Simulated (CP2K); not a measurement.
The C K edge of methylammonium was computed by TDDFT (CP2K XAS_TDP, aug-cc-pVTZ, TDA) at these levels: PBEh(45%), PBEh(45%) + GW2X and PBEh(60%). The first three lines of C1 (bonded to N and 3 H) with a strength over 0.0015, energy in eV and strength:

| run | first | second | third |
| --- | --- | --- | --- |
| 1 | 284.17 (0.045) | 285.75 (0.009) | 286.57 (0.063) |
| 2 | 290.04 (0.044) | 291.62 (0.009) | 292.45 (0.061) |
| 3 | 288.20 (0.068) | 290.38 (0.002) | 290.96 (0.093) |

**Question.** Which run is which?

Run 1: PBEh(45%) (45 % exact exchange). Run 2: PBEh(45%) + GW2X (45 % exact exchange). Run 3: PBEh(60%) (60 % exact exchange). Self-interaction lifts the core level, so the uncorrected lines rise with the share of exact exchange. The GW2X run keeps the spacings of its parent: 1.58 eV between the first two lines in run 2, 1.58 eV in run 1. Its shift is +5.87 eV, since the Kohn–Sham level at this share of exchange lies that far above the quasiparticle level.

[Hosts, paths, dates, database ids (printed as entryN), source tags and the programs' standing remarks are cut or masked in the printed files.]
